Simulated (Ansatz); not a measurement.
# LaIn2Si2, from a guessed structure to a relaxed one, part 2 of 2

This structure for LaIn2Si2 is made up. Its elements were placed in a known structure type with a cell scaled to their sizes. What cell does the guess relax to, and how far off was it?

Ansatz 0.2.0; DFT, PBE, plane-wave PAW, files of the set soft_1, scalar-relativistic, no spin, cell and ions relaxed at zero pressure; PAW set soft_1 (the session's first sound run).

So far: Starting point; Relaxing cell and atoms. The relaxed cell has a = 4.385, c = 12.419 Å (conventional setting).

### Step 3. Electronic structure of the relaxed cell

A second self-consistent run takes a narrower smearing and the mesh shown in its input; the bands follow along the standard path of the relaxed lattice.

This step: DFT, PBE, plane-wave PAW, files of the set soft_1, scalar-relativistic, no spin, bands and density of states at the relaxed cell; PAW set soft_1 (Ansatz 0.2.0).

File input.yaml:

```yaml
crystal:
  lattice:
    - [-2.1927162605, 2.1927162605, 6.2093258987]
    - [2.1927162605, -2.1927162605, 6.2093258987]
    - [2.1927162605, 2.1927162605, -6.2093258987]
  atoms:
    - { symbol: La, position: [0.0, 0.0, 0.0] }
    - { symbol: In, position: [0.25, 0.75, 0.5] }
    - { symbol: In, position: [0.75, 0.25, 0.5] }
    - { symbol: Si, position: [0.5919990733, 0.5919990733, 0.0] }
    - { symbol: Si, position: [0.4080009267, 0.4080009267, 0.0] }
kpoints:
  mp_grid: { grid: [10, 10, 10] }
  band_path:
    path:
      - [[0.0, 0.0, 0.0], [-0.5, 0.5, 0.0], [-0.5, 0.5, -0.06235137], [-0.28117568, 0.28117568, -0.28117568], [0.0, 0.0, 0.0], [0.5, 0.5, -0.5], [0.28117568, 0.71882432, -0.71882432], [0.0, 0.5, -0.5], [-0.25, 0.75, -0.25], [0.06235137, 0.93764863, -0.5], [0.5, 0.5, -0.5]]
      - [[-0.5, 0.5, 0.0], [-0.25, 0.75, -0.25]]
    npoints: 7
scf:
  occupations: { method: fermi_dirac, width: 0.03 }
  n_extra_bands: 9
hamiltonian:
  xc: pbe
  pseudopotentials: { kind: paw, azcp: { folder: soft_1 } }
output:
  forces: true
  stress: true
  write_bands: true
  dos: { projected: true }
  write_density: true
  write_potential: true
  elf: true
  volumetric_format: npy
```

Command:

```bash
ansatz run input.yaml --threads 4 --pin off --max-ram 8192MiB --backend cpu --events-out ev --progress --plain --runs-dir out
```

Numbers of over 12 decimals in the logs are rounded to 6 here.

What it wrote:

```text
La: projections on atomic orbitals take those of the free atom [Kr 4d10] 4f0 5s2 5p6 5d1 6s2, of charge +0.00 (hamiltonian.pseudopotentials.projection_atoms); the dataset's partial waves leave at most 1.9e-5 of an orbital's norm unspanned inside its sphere
[...]
Crystal: 5 atoms, lattice volume = 119.418 Å³
Basis set: ecut = 420 eV, 2357 PW (Γ), exchange–correlation on 96×96×96 points (8 copies of the dense FFT grid, shifted against one another)
Bands: 32, of which v1, the nominal top of the filled ones, is band 23 counted from 1 (22 counted from 0)
Symmetry: 16 space group operations
[...]
k-points: 102 of 1000
[...]
SCF iter   1: F=—  HF=-18721.123803 eV  |F-HF|=—  |Δ(HF+E_count)|=         —  Δρ=4.73e-2  dr2=1.36e1  ethr=3.10e-3  ⟨swp⟩=6.6  Hψ=15785  notcnv=0
[...]
SCF iter   9: F=-18718.730257 eV  HF=-18718.730257 eV  |F-HF|=1.52e-8  |Δ(HF+E_count)|=   3.01e-8  Δρ=2.77e-6  dr2=1.91e-8  ethr=2.22e-10  ⟨swp⟩=15.1  Hψ=24543  notcnv=0
SCF 1 converged in 9 iterations: F = -18718.730257 eV  dr2 = 1.91e-8
[...]
NSCF: frozen V_eff on 79 k-points
SCF converged after 9 iterations
Free energy (F): -18718.730257 eV
[...]
Internal energy: -18718.722108 eV  (E = F + TS)
E sigma→0 (E₀):  -18718.726182 eV
Entropy (-TS):   -0.008149 eV (-1.630 meV/atom)
Fermi energy:    10.630232 eV
[...]
--- Forces (eV/Å), atoms counted from 1 ---
  atom   1  La    -0.00000000     0.00000000    -0.00000000
  atom   2  In    -0.00000000     0.00000000     0.00000000
  atom   3  In    -0.00000000    -0.00000000     0.00000000
  atom   4  Si     0.00000000    -0.00000000     0.03393515
  atom   5  Si    -0.00000000     0.00000000    -0.03393515
  max |Σ_I F_I| component: 2.08e-17 eV/Å
--- Stress (GPa, compression-positive) ---
        0.000663      -0.000000      -0.000000
       -0.000000       0.000663      -0.000000
        0.000000       0.000000       0.016899
  P = ⅓ Tr σ = 0.0061 GPa (0.061 kbar)
--- Band table (eV; the first three rows and the last of 102) ---
  k-point 0: bands = [... 19 lower, 9.2907, 9.4903, 9.4903, 9.5091, 11.9466, 12.0098, 12.2852, 12.2862, ... 5 higher]
  k-point 1: bands = [... 19 lower, 8.7552, 8.7809, 10.4597, 10.5545, 11.8149, 11.9936, 12.2459, 12.2516, ... 5 higher]
  k-point 2: bands = [... 19 lower, 7.9975, 8.2310, 11.2800, 11.4790, 11.9288, 11.9335, 12.1605, 12.1609, ... 5 higher]
  k-point 101: bands = [... 19 lower, 8.2415, 8.5229, 10.4958, 10.4958, 10.9435, 11.3686, 11.3686, 11.6770, ... 5 higher]
```

Wall time 8.6 s (4 threads of Arm Neoverse V2, shared host); peak memory 0.68 GiB; 33 s of CPU time.

In the SCF lines HF is the Harris–Foulkes energy and dr2 the Hartree energy of the density residual, in eV; the loop may stop once dr2 is under the threshold and the program's other checks hold. Hψ counts applications of the Hamiltonian.

This step gave:

```yaml
free_energy: -18718.7303 eV
energy_at_zero_smearing: -18718.7262 eV
smearing_term_ts: 0.008149 eV
fermi_energy: 10.63 eV
pressure: 0.006075 GPa
```

From bands.tsv, the bands that come nearest the Fermi level along the path, at its corners, in eV from the Fermi level:

```tsv
point	band 20	band 21	band 22	band 23	band 24	band 25	band 26	band 27
Γ	-1.34	-1.14	-1.14	-1.12	1.32	1.38	1.65	1.66
X	-3.01	-3.01	-1.19	-0.35	0.10	1.19	1.36	1.70
Y	-3.16	-2.95	-1.25	-0.36	0.09	1.36	1.38	1.69
S	-2.55	-1.08	-0.04	0.07	0.54	0.84	1.13	1.22
Γ	-1.34	-1.14	-1.14	-1.12	1.32	1.38	1.65	1.66
Z	-2.39	-2.11	-0.13	-0.13	0.31	0.74	0.74	1.05
S1	-2.55	-1.08	-0.04	0.07	0.54	0.84	1.13	1.22
N	-2.32	-2.20	-0.29	0.54	0.83	1.03	1.32	1.59
P	-3.01	-3.01	-1.73	0.18	0.18	1.14	1.70	1.70
Y1	-3.16	-2.95	-1.25	-0.36	0.09	1.36	1.38	1.69
Z	-2.39	-2.11	-0.13	-0.13	0.31	0.74	0.74	1.05
X	-3.01	-3.01	-1.19	-0.35	0.10	1.19	1.36	1.70
P	-3.01	-3.01	-1.73	0.18	0.18	1.14	1.70	1.70
```

Counts of states for the cell as run, both spins, by energy window (eV from the Fermi level):

| from | to | total |
| --- | --- | --- |
| -8 | -7 | 1.05 |
| -7 | -6 | 0.99 |
| -6 | -5 | 1.15 |
| -5 | -4 | 1.60 |
| -4 | -3 | 1.97 |
| -3 | -2 | 3.00 |
| -2 | -1 | 2.20 |
| -1 | 0 | 2.16 |
| 0 | 1 | 3.52 |

Below -8 eV lie 30.8 more states.

ELF in the ab plane of the cell as run, not the conventional one, at fractional z = 0.000, with atoms of La and Si within 0.2 Å of it. It is the smooth field of the valence electrons, not physical close to the nuclei.

Ten even steps from '_' (0.08) to '@' (0.81), each cell a mean:
```
__--@@%%::__..::------::::..____**@@**
%%##@@@@==__..--------::::::..__..**@@
@@@@@@@@==__::++**++--::::....____..**
--**##**::..--##%%%%**==::..__..______
____........==%%@@@@%%##==..____....__
..__....::--++##%%######**==......::..
::::--++******##%%**++++****==::::::::
----==##%%%%%%%%%%##==**++####==::::::
----==##@@%%####%%%%**==++##%%**------
------++%%%%++++**%%%%##**##@@%%++----
--::::--**%%++**++**%%%%%%%%@@%%**----
::::::::==****++**++##%%####%%##++--::
::::::....--****++++##%%**++==--::....
__......__..--**%%%%%%%%**--....______
______..____..==**%%@@%%**::..::====::
++..____......::--++####++....**@@@@%%
@@##::____..::::::--====--....##@@@@@@
**@@##..__..::::::------::____**@@##--
__**@@++____::::--------::..__--@@%%__
```
Columns run along a (6.9 Å), rows up along b (6.9 Å). Atoms in or near the plane, at fractional coordinates: La at (0.00, 0.00), Si at (0.59, 0.59), Si at (0.41, 0.41).

Electrostatic potential energy in the ab plane of the cell as run, not the conventional one, at fractional z = 0.000, with atoms of La and Si within 0.2 Å of it. With pseudopotentials it is smooth inside the atoms' cores, unlike the true potential.

Ten even steps from '_' (-27 eV) to '@' (13 eV), each cell a mean:
```
==::__==%%@@@@@@@@@@@@@@@@@@@@%%**..__
______--##@@@@@@@@@@@@@@@@@@@@@@%%**..
--....==##%%@@@@@@@@@@@@@@@@@@@@@@%%**
##**++**##%%@@@@%%%%@@@@@@@@@@@@@@@@%%
@@%%%%%%%%@@@@%%##++**##@@@@@@@@@@@@@@
@@@@@@@@@@@@@@%%++..__::**@@@@@@@@@@@@
@@@@@@@@@@@@@@@@**..::::..**@@@@@@@@@@
@@@@@@@@%%####%%##--::##::::##@@@@@@@@
@@@@@@@@##==::==****::::::__**@@@@@@@@
@@@@@@@@##--__..::++**--....++%%@@@@@@
@@@@@@@@%%==__**--::**##**++##%%@@@@@@
@@@@@@@@@@##::--**..==%%@@%%%%@@@@@@@@
@@@@@@@@@@@@**::____::##@@@@@@@@@@@@@@
@@@@@@@@@@@@@@##==--==##@@@@@@%%%%@@@@
%%@@@@@@@@@@@@@@%%####%%@@@@%%######%%
**%%@@@@@@@@@@@@@@@@@@@@@@@@%%**==--==
..++%%@@@@@@@@@@@@@@@@@@@@@@%%++..____
__..++%%@@@@@@@@@@@@@@@@@@@@%%**..__::
**__..**%%@@@@@@@@@@@@@@@@@@@@##--__==
```
Columns run along a (6.9 Å; values clipped at the 3rd and 97th percentile), rows up along b (6.9 Å). Atoms in or near the plane, at fractional coordinates: La at (0.00, 0.00), Si at (0.59, 0.59), Si at (0.41, 0.41).

Valence density in the ab plane of the cell as run, not the conventional one, at fractional z = 0.000, with atoms of La and Si within 0.2 Å of it. It is the smooth field of the valence electrons, not physical close to the nuclei.

Values in e/Å³, 10 rows by 16 columns, each cell a mean:
```
1.7 1.7 1.2 0.4 0.1 0.1 0.1 0.2 0.2 0.1 0.1 0.1 0.1 0.2 0.7 1.4
0.7 1.0 0.8 0.4 0.2 0.1 0.2 0.2 0.2 0.2 0.1 0.1 0.1 0.1 0.1 0.3
0.1 0.1 0.2 0.2 0.2 0.2 0.3 0.3 0.3 0.3 0.2 0.1 0.1 0.1 0.1 0.1
0.1 0.1 0.1 0.2 0.2 0.3 0.3 0.4 0.3 0.2 0.3 0.3 0.2 0.1 0.1 0.1
0.2 0.2 0.2 0.3 0.4 0.4 0.4 0.5 0.5 0.3 0.2 0.3 0.3 0.2 0.2 0.2
0.2 0.2 0.2 0.2 0.3 0.3 0.2 0.3 0.5 0.4 0.4 0.3 0.3 0.2 0.1 0.1
0.1 0.1 0.1 0.1 0.2 0.3 0.3 0.3 0.3 0.4 0.2 0.2 0.2 0.1 0.1 0.1
0.1 0.1 0.1 0.1 0.1 0.1 0.2 0.3 0.3 0.3 0.2 0.2 0.2 0.3 0.3 0.2
0.8 0.3 0.1 0.1 0.1 0.1 0.1 0.2 0.2 0.2 0.1 0.1 0.3 0.8 1.3 1.2
1.8 1.3 0.5 0.1 0.1 0.1 0.1 0.2 0.2 0.1 0.1 0.1 0.2 0.7 1.5 1.8
```
Columns run along a (6.9 Å), rows up along b (6.9 Å). Atoms in or near the plane, at fractional coordinates: La at (0.00, 0.00), Si at (0.59, 0.59), Si at (0.41, 0.41).

### Step 4. Outcome

```json
{
  "space group, relaxed": "I4/mmm",
  "conventional cell": "a = 4.385, b = 4.385, c = 12.419 Å; α = 90.0°, β = 90.0°, γ = 90.0°",
  "volume per atom": "23.88 Å³ (guess 22.23)"
}
```

**Reading.** LaIn2Si2 relaxes to I4/mmm with a = 4.385, b = 4.385 and c = 12.419 Å. The guessed volume was 7 % too small. The space group I4/mmm was held in the relaxation, so the end point is a stationary structure within it and may be a saddle against distortions or other arrangements. Bands cross the Fermi level, so it is a metal or semimetal at this level. The electron count is odd, which forces that without spin polarisation or a larger cell. On the 10×10×10 mesh with the narrower smearing (relaxed on 8×8×8) the largest force component is 0.034 eV/Å and the largest stress component is 0.017 GPa, against the relaxation's thresholds of 0.015 eV/Å and 0.05 GPa. The cutoff wasn't tested. A vector of the cell changed its length by 9 %, more than the volume shows. Spin-orbit coupling is left out, which can matter for elements this heavy. No dispersion term is used, so weakly bound directions may come out too long. Nothing here tests whether the compound is stable against decomposition.

[Logs are printed without paths, hosts, clocks, repeated set-up lines and the standing remarks that a program may print on its own settings, such as how far it seeks lower states.]

[Hosts, paths, dates, database ids (printed as entryN), source tags and the programs' standing remarks are cut or masked in the printed files.]
